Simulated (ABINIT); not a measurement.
## A GW run on RbAsF6 (R-3) in ABINIT, with inputs changed

A base run on RbAsF6 (R-3), then changed inputs.

Main program and level: ABINIT 10.8.3; LDA and many-body steps on it, plane waves.

**1. The starting structure**

It takes space group R-3 (No. 148, trigonal). The conventional cell has a = 7.435 Å, b = 7.435 Å, c = 7.428 Å, α = 90.00°, β = 90.00°, γ = 120.00°. Nearest to Rb lie 12 F at 2.94 to 3.05 Å. As has 6 F at 1.75 Å nearest. Nearest to F lie 1 As at 1.75 Å and 2 Rb at 2.94 to 3.05 Å. Farther neighbours and most contacts between anions are not listed.

The cell and positions are those that the Materials Project relaxed with its own functionals (PBE, PBE+U or r2SCAN), kept fixed.

**2. Screening, 2×2×2 mesh, 72 bands, screening to 87.1 eV**

This step: ABINIT 10.8.3; RPA screening on LDA, plane waves, norm-conserving pseudopotentials.

The RPA dielectric matrix is built and inverted for each q.

Input file run.abi:

```
acell 3*1.0 Angstrom
rprim 
  3.717458802479 2.146275840312 2.475880428600
  -3.717458802479 2.146275840312 2.475880428600
  0.000000000000 -4.292551680625 2.475880428600
ntypat 3
znucl 37 33 9
natom 8
typat 1 2 3 3 3 3 3 3
xred 
  0.500000000000 0.500000000000 0.500000000000
  0.000000000000 0.000000000000 0.000000000000
  0.077414800000 0.712012140000 0.799611640000
  0.799611640000 0.077414800000 0.712012140000
  0.287987860000 0.200388360000 0.922585200000
  0.200388360000 0.922585200000 0.287987860000
  0.922585200000 0.287987860000 0.200388360000
  0.712012140000 0.799611640000 0.077414800000
pp_dirpath "pseudos"
pseudos "Rb.upf, As.upf, F.upf"
ecut 36
ngkpt 2 2 2
nshiftk 1
shiftk 0 0 0
kptopt 1
chksymbreak 0
istwfk *1
occopt 1
irdwfk 1
optdriver 3
nband 72
ecuteps 3.2
inclvkb 2
awtr 1
symchi 1
indata_prefix "in"
outdata_prefix "out"
tmpdata_prefix "tmp"
```

Started as:

```bash
$ OMP_NUM_THREADS=1 mpirun -n 4 abinit run.abi > log
```

Output:

```text
.Version 10.8.3 of ABINIT. v10.8.2 released Aug 2026.

 Symmetries : space group R-3 (#148); Bravais hR (rhombohedral)
[... echo of the input left out ...]
== DATASET  1 ==================================================================
-   mpi_nproc: 4, omp_nthreads: 1 (-1 if OMP is not activated)

--- !DatasetInfo
iteration_state: {dtset: 1, }
dimensions: {natom: 8, nkpt: 4, mband: 72, nsppol: 1, nspinor: 1, nspden: 1, mpw: 8260, }
cutoff_energies: {ecut:  36.0, pawecutdg:  -1.0, }
electrons: {nelect:   6.60000000E+01, charge:   0.00000000E+00, occopt:   1.00000000E+00, tsmear:   1.00000000E-02, }

 SCREENING: Calculation of the susceptibility and dielectric matrices

 Based on a program developped by R.W. Godby, V. Olevano, G. Onida, and L. Reining.
 Incorporated in ABINIT by V. Olevano, G.-M. Rignanese, and M. Torrent.
.Using double precision arithmetic ; gwpc =  8

[... cell and pseudopotentials left out ...]
--------------------------------------------------------------------------------

 ==== K-mesh for the wavefunctions ====
 Number of points in the irreducible wedge :     4
[... list of points left out ...]
 Together with  6 symmetry operations and time-reversal symmetry
 yields     8 points in the full Brillouin Zone.

 ==== Q-mesh for the screening function ====
 Number of points in the irreducible wedge :     4
[... list of points left out ...]
 Together with  6 symmetry operations and time-reversal symmetry
 yields     8 points in the full Brillouin Zone.

 setmesh: FFT mesh size selected  =    36x   36x   36
          total number of points  =        46656

 vcoul_init : cutoff-mode = AUXILIARY_FUNCTION
 q-points for optical limit:   1
     1)      0.000010    0.000020    0.000030

- screening: taking advantage of time-reversal symmetry
- Maximum band index for partially occupied states nbvw = 33
- Remaining bands to be divided among processors   nbcw = 39
- Number of bands treated by each node ~9

 Number of electrons calculated from density =   66.0000; Expected =   66.0000
 average of density, n =  0.082515
 r_s =    1.4249
 omega_plasma =   27.7091 [eV]

 calculating chi0 at frequencies [eV] :
  1    0.000000E+00    0.000000E+00
  2    0.000000E+00    2.770913E+01

--------------------------------------------------------------------------------
  q-point number  1        q = ( 0.000000, 0.000000, 0.000000) [r.l.u.]
--------------------------------------------------------------------------------
[... chi0 elements left out ...]
 For q-point:  0.000010 0.000020 0.000030
  dielectric constant =   1.9877
  dielectric constant without local fields =   2.2007

  Average fulfillment of the sum rule on Im[epsilon] for q-point    1 :     23.56  [%]
[... wings left out ...]
  q-point number  2        q = ( 0.500000, 0.000000, 0.000000) [r.l.u.]
--------------------------------------------------------------------------------
[... chi0 elements left out ...]
  Average fulfillment of the sum rule on Im[epsilon] for q-point    2 :     30.00  [%]

 [... 2 further q-points ...]
```

It took 21 s on 4 MPI ranks of Arm Neoverse V1, shared host; peak memory 1.1 GiB; 85 s of CPU time.

Numbers from this step:

| Item | Value |
| --- | --- |
| ε∞ with local fields, on this mesh, along the program's q direction | 1.988 |
| the same without local fields | 2.201 |
| plasma frequency | 27.71 eV |
| plane waves in the screening matrix | 213 |

Local fields lower ε∞ by 10 %. On a Γ-centred mesh this coarse the value itself is usually too large, while a short band sum pulls it down.

**3. Base**

The self-energy is evaluated for the states that the input lists, and the levels follow from it, in one-shot runs by the linearised quasiparticle equation.

This step: G0W0 on LDA, plane waves, norm-conserving pseudopotentials.

run.abi: that of step 2 with these lines changed.

```diff
@@ -29,8 +29,15 @@
 irdwfk 1
-optdriver 3
+optdriver 4
 nband 72
+gwcalctyp 0
+ecutsigx 36
+symsigma 1
+nkptgw 1
+kptgw 
+  0.0000000000 0.0000000000 0.0000000000
+bdgw 
+  31 35
 ecuteps 3.2
-inclvkb 2
-awtr 1
-symchi 1
+irdscr 1
+ppmodel 1
 indata_prefix "in"
```

Output:

```text
.Version 10.8.3 of ABINIT. v10.8.2 released Aug 2026.

 Symmetries : space group R-3 (#148); Bravais hR (rhombohedral)
[... echo of the input left out ...]
== DATASET  1 ==================================================================
-   mpi_nproc: 4, omp_nthreads: 1 (-1 if OMP is not activated)

--- !DatasetInfo
iteration_state: {dtset: 1, }
dimensions: {natom: 8, nkpt: 4, mband: 72, nsppol: 1, nspinor: 1, nspden: 1, mpw: 8260, }
cutoff_energies: {ecut:  36.0, pawecutdg:  -1.0, }
electrons: {nelect:   6.60000000E+01, charge:   0.00000000E+00, occopt:   1.00000000E+00, tsmear:   1.00000000E-02, }

 SIGMA: Calculation of the GW corrections

 Based on a program developped by R.W. Godby, V. Olevano, G. Onida, and L. Reining.
 Incorporated in ABINIT by V. Olevano, G.-M. Rignanese, and M. Torrent.
.Using double precision arithmetic ; gwpc =  8

[... cell and pseudopotentials left out ...]
--------------------------------------------------------------------------------

 ==== K-mesh for the wavefunctions ====
 Number of points in the irreducible wedge :     4
[... list of points left out ...]
 Together with  6 symmetry operations and time-reversal symmetry
 yields     8 points in the full Brillouin Zone.

 ==== Q-mesh for screening function ====
 Number of points in the irreducible wedge :     4
[... list of points left out ...]
 Together with  6 symmetry operations and time-reversal symmetry
 yields     8 points in the full Brillouin Zone.

 vcoul_init : cutoff-mode = AUXILIARY_FUNCTION
 q-points for optical limit:   1
     1)      0.000010    0.000020    0.000030
 setmesh: FFT mesh size selected  =    50x   50x   50
          total number of points  =       125000

 Number of electrons calculated from density =   66.0000; Expected =   66.0000
 average of density, n =  0.082515
 r_s =    1.4249
 omega_plasma =   27.7091 [eV]

 === KS Band Gaps ===
  >>>> For spin  1
   Minimum direct gap =   5.3882 [eV], located at k-point      :   0.0000  0.0000  0.0000
   Fundamental gap    =   5.3882 [eV], Top of valence bands at :   0.0000  0.0000  0.0000
                                       Bottom of conduction at :   0.0000  0.0000  0.0000
 SIGMA fundamental parameters:
 PLASMON POLE MODEL  1
 number of plane-waves for SigmaX                 8233
 number of plane-waves for SigmaC and W            213
 number of plane-waves for wavefunctions          8233
 number of bands                                    72
 number of independent spin polarizations            1
 number of spinorial components                      1
 number of k-points in IBZ                           4
 number of q-points in IBZ                           4
 number of symmetry operations                       6
 number of k-points in BZ                            8
 number of q-points in BZ                            8
 number of frequencies for dSigma/dE                 9
 frequency step for dSigma/dE [eV]                0.25
 number of omega for Sigma on real axis              0
 max omega for Sigma on real axis  [eV]           0.00
 zcut for avoiding poles [eV]                     0.10

 EPSILON^-1 parameters (SCR file):
 dimension of the eps^-1 matrix on file            213
 dimension of the eps^-1 matrix used               213
 number of plane-waves for wavefunctions          8233
 number of bands                                    72
 number of q-points in IBZ                           4
 number of frequencies                               2
 number of real frequencies                          1
 number of imag frequencies                          1

 matrix elements of self-energy operator (all in [eV])

 Perturbative Calculation

--- !SelfEnergy_ee
iteration_state: {dtset: 1, }
kpoint     : [   0.000,    0.000,    0.000, ]
spin       : 1
KS_gap     :    5.388
QP_gap     :   10.553
Delta_QP_KS:    5.165
data: !SigmaeeData |
     Band     E0 <VxcDFT>   SigX SigC(E0)      Z dSigC/dE  Sig(E)    E-E0       E
       31  -2.924 -22.423 -30.298   5.181   0.815  -0.227 -24.618  -2.195  -5.119
       32  -2.924 -22.423 -30.298   5.181   0.815  -0.227 -24.618  -2.195  -5.119
       33  -2.573 -22.945 -30.863   5.237   0.815  -0.228 -25.130  -2.184  -4.758
       34   2.815 -18.339 -13.313  -1.611   0.873  -0.146 -15.358   2.980   5.795
       35   7.225 -12.866  -7.423  -2.173   0.884  -0.131  -9.975   2.891  10.117

== END DATASET(S) ==============================================================
================================================================================

 -outvars: echo values of variables after computation  --------
           etotal      0.0000000000E+00
            nband          72
             nkpt           4
          spgroup         148
 [... the other variables as echoed above ...]

 Calculation completed.
```

The job ended after 5 s (4 MPI ranks; peak memory 0.4 GiB; 20 s of CPU time).

This step gave:

```yaml
g0w0_gap_on_the_points_computed: 10.55 eV
starting_gap_on_the_mesh: 5.388 eV
k_of_the_valence_top: 0, 0, 0
k_of_the_conduction_bottom: 0, 0, 0
z_at_the_valence_top: 0.815
z_at_the_conduction_bottom: 0.873
least_direct_g0w0_gap_on_the_computed_points: 10.55 eV
```

The gap on the mesh goes from 5.39 eV to 10.55 eV, a correction of +5.16 eV.

**4. Fewer bands in the self-energy**

run.abi: that of step 3 with these lines changed.

```diff
@@ -30,3 +30,3 @@
 optdriver 4
-nband 72
+nband 39
 gwcalctyp 0
```

Output:

```text
.Version 10.8.3 of ABINIT. v10.8.2 released Aug 2026.

 Symmetries : space group R-3 (#148); Bravais hR (rhombohedral)
[... echo of the input left out ...]
== DATASET  1 ==================================================================
-   mpi_nproc: 4, omp_nthreads: 1 (-1 if OMP is not activated)

--- !DatasetInfo
iteration_state: {dtset: 1, }
dimensions: {natom: 8, nkpt: 4, mband: 39, nsppol: 1, nspinor: 1, nspden: 1, mpw: 8260, }
cutoff_energies: {ecut:  36.0, pawecutdg:  -1.0, }
electrons: {nelect:   6.60000000E+01, charge:   0.00000000E+00, occopt:   1.00000000E+00, tsmear:   1.00000000E-02, }

 SIGMA: Calculation of the GW corrections

 Based on a program developped by R.W. Godby, V. Olevano, G. Onida, and L. Reining.
 Incorporated in ABINIT by V. Olevano, G.-M. Rignanese, and M. Torrent.
.Using double precision arithmetic ; gwpc =  8

[... cell and pseudopotentials left out ...]
--------------------------------------------------------------------------------

 ==== K-mesh for the wavefunctions ====
 Number of points in the irreducible wedge :     4
[... list of points left out ...]
 Together with  6 symmetry operations and time-reversal symmetry
 yields     8 points in the full Brillouin Zone.

 ==== Q-mesh for screening function ====
 Number of points in the irreducible wedge :     4
[... list of points left out ...]
 Together with  6 symmetry operations and time-reversal symmetry
 yields     8 points in the full Brillouin Zone.

 vcoul_init : cutoff-mode = AUXILIARY_FUNCTION
 q-points for optical limit:   1
     1)      0.000010    0.000020    0.000030
 setmesh: FFT mesh size selected  =    50x   50x   50
          total number of points  =       125000

 Number of electrons calculated from density =   66.0000; Expected =   66.0000
[...]
number of q-points in IBZ                           4
 number of symmetry operations                       6
 number of k-points in BZ                            8
 number of q-points in BZ                            8
 number of frequencies for dSigma/dE                 9
 frequency step for dSigma/dE [eV]                0.25
 number of omega for Sigma on real axis              0
 max omega for Sigma on real axis  [eV]           0.00
 zcut for avoiding poles [eV]                     0.10

 EPSILON^-1 parameters (SCR file):
 dimension of the eps^-1 matrix on file            213
 dimension of the eps^-1 matrix used               213
 number of plane-waves for wavefunctions          8233
 number of bands                                    72
 number of q-points in IBZ                           4
 number of frequencies                               2
 number of real frequencies                          1
 number of imag frequencies                          1

 matrix elements of self-energy operator (all in [eV])

 Perturbative Calculation

--- !SelfEnergy_ee
iteration_state: {dtset: 1, }
kpoint     : [   0.000,    0.000,    0.000, ]
spin       : 1
KS_gap     :    5.388
QP_gap     :   10.824
Delta_QP_KS:    5.436
data: !SigmaeeData |
     Band     E0 <VxcDFT>   SigX SigC(E0)      Z dSigC/dE  Sig(E)    E-E0       E
       31  -2.924 -22.423 -30.298   5.512   0.820  -0.220 -24.360  -1.937  -4.861
       32  -2.924 -22.423 -30.298   5.512   0.820  -0.220 -24.360  -1.937  -4.861
       33  -2.573 -22.945 -30.863   5.570   0.819  -0.220 -24.869  -1.924  -4.498
       34   2.815 -18.339 -13.313  -1.054   0.884  -0.131 -14.827   3.511   6.326
       35   7.225 -12.866  -7.423  -1.138   0.910  -0.098  -8.947   3.919  11.145

== END DATASET(S) ==============================================================
================================================================================

 -outvars: echo values of variables after computation  --------
           etotal      0.0000000000E+00
            nband          39
             nkpt           4
          spgroup         148
 [... the other variables as echoed above ...]

 Calculation completed.
```

Elapsed: 4.5 s, on 4 MPI ranks; peak memory 0.48 GiB.

Numbers from this step:

* G0W0 gap on the points computed: 10.82 eV
* starting gap on the mesh: 5.388 eV
* k of the valence top: 0, 0, 0
* k of the conduction bottom: 0, 0, 0
* Z at the valence top: 0.819
* Z at the conduction bottom: 0.884
* least direct G0W0 gap on the computed points: 10.82 eV

**5. Exchange cutoff**

run.abi: that of step 4 with these lines changed.

```diff
@@ -30,5 +30,5 @@
 optdriver 4
-nband 39
+nband 72
 gwcalctyp 0
-ecutsigx 36
+ecutsigx 72
 symsigma 1
```

Output:

```text
.Version 10.8.3 of ABINIT. v10.8.2 released Aug 2026.

 Symmetries : space group R-3 (#148); Bravais hR (rhombohedral)
[... echo of the input left out ...]
== DATASET  1 ==================================================================
-   mpi_nproc: 4, omp_nthreads: 1 (-1 if OMP is not activated)

--- !DatasetInfo
iteration_state: {dtset: 1, }
dimensions: {natom: 8, nkpt: 4, mband: 72, nsppol: 1, nspinor: 1, nspden: 1, mpw: 8260, }
cutoff_energies: {ecut:  36.0, pawecutdg:  -1.0, }
electrons: {nelect:   6.60000000E+01, charge:   0.00000000E+00, occopt:   1.00000000E+00, tsmear:   1.00000000E-02, }

 SIGMA: Calculation of the GW corrections

 Based on a program developped by R.W. Godby, V. Olevano, G. Onida, and L. Reining.
 Incorporated in ABINIT by V. Olevano, G.-M. Rignanese, and M. Torrent.
.Using double precision arithmetic ; gwpc =  8

[... cell and pseudopotentials left out ...]
--------------------------------------------------------------------------------

 ==== K-mesh for the wavefunctions ====
 Number of points in the irreducible wedge :     4
[... list of points left out ...]
 Together with  6 symmetry operations and time-reversal symmetry
 yields     8 points in the full Brillouin Zone.

 ==== Q-mesh for screening function ====
 Number of points in the irreducible wedge :     4
[... list of points left out ...]
 Together with  6 symmetry operations and time-reversal symmetry
 yields     8 points in the full Brillouin Zone.

 vcoul_init : cutoff-mode = AUXILIARY_FUNCTION
 q-points for optical limit:   1
     1)      0.000010    0.000020    0.000030
 setmesh: FFT mesh size selected  =    60x   60x   60
          total number of points  =       216000

 Number of electrons calculated from density =   66.0000; Expected =   66.0000
[...]
number of q-points in IBZ                           4
 number of symmetry operations                       6
 number of k-points in BZ                            8
 number of q-points in BZ                            8
 number of frequencies for dSigma/dE                 9
 frequency step for dSigma/dE [eV]                0.25
 number of omega for Sigma on real axis              0
 max omega for Sigma on real axis  [eV]           0.00
 zcut for avoiding poles [eV]                     0.10

 EPSILON^-1 parameters (SCR file):
 dimension of the eps^-1 matrix on file            213
 dimension of the eps^-1 matrix used               213
 number of plane-waves for wavefunctions          8233
 number of bands                                    72
 number of q-points in IBZ                           4
 number of frequencies                               2
 number of real frequencies                          1
 number of imag frequencies                          1

 matrix elements of self-energy operator (all in [eV])

 Perturbative Calculation

--- !SelfEnergy_ee
iteration_state: {dtset: 1, }
kpoint     : [   0.000,    0.000,    0.000, ]
spin       : 1
KS_gap     :    5.388
QP_gap     :   10.556
Delta_QP_KS:    5.168
data: !SigmaeeData |
     Band     E0 <VxcDFT>   SigX SigC(E0)      Z dSigC/dE  Sig(E)    E-E0       E
       31  -2.924 -22.423 -30.308   5.181   0.815  -0.227 -24.626  -2.203  -5.127
       32  -2.924 -22.423 -30.308   5.181   0.815  -0.227 -24.626  -2.203  -5.127
       33  -2.573 -22.945 -30.874   5.237   0.815  -0.228 -25.138  -2.193  -4.766
       34   2.815 -18.339 -13.319  -1.611   0.873  -0.146 -15.363   2.976   5.790
       35   7.225 -12.866  -7.427  -2.173   0.884  -0.131  -9.978   2.888  10.113

== END DATASET(S) ==============================================================
================================================================================

 -outvars: echo values of variables after computation  --------
           etotal      0.0000000000E+00
            nband          72
             nkpt           4
          spgroup         148
 [... the other variables as echoed above ...]

 Calculation completed.
```

Elapsed: 5.5 s, on 4 MPI ranks; peak memory 0.29 GiB; 21 s of CPU time.

Numbers from this step:

- G0W0 gap on the points computed: 10.56 eV
- starting gap on the mesh: 5.388 eV
- k of the valence top: 0, 0, 0
- k of the conduction bottom: 0, 0, 0
- Z at the valence top: 0.815
- Z at the conduction bottom: 0.873
- least direct G0W0 gap on the computed points: 10.56 eV

(Continued in part 2 of 2.)

[Paths, hosts, dates, memory and timing lines, banners, echoed tables and standing remarks are left out of the program output.]

[Logs are printed without paths, hosts, clocks, repeated set-up lines and the standing remarks that a program may print on its own settings, such as how far it seeks lower states.]

[Runs of the session that timed out or met a known fault of the program may be left out.]

[Hosts, paths, dates, database ids (printed as entryN), source tags and the programs' standing remarks are cut or masked in the printed files.]

[G0W0 gaps are taken among the corrected bands and points alone; a level outside them can change the order at an edge.]

[Where Ansatz stands beside ABINIT at settings called matched, ABINIT's density can come from a denser mesh and the files from another edition; pairs whose starting gaps differed by over 0.03 eV were left out, so agreement reads better than it is.]
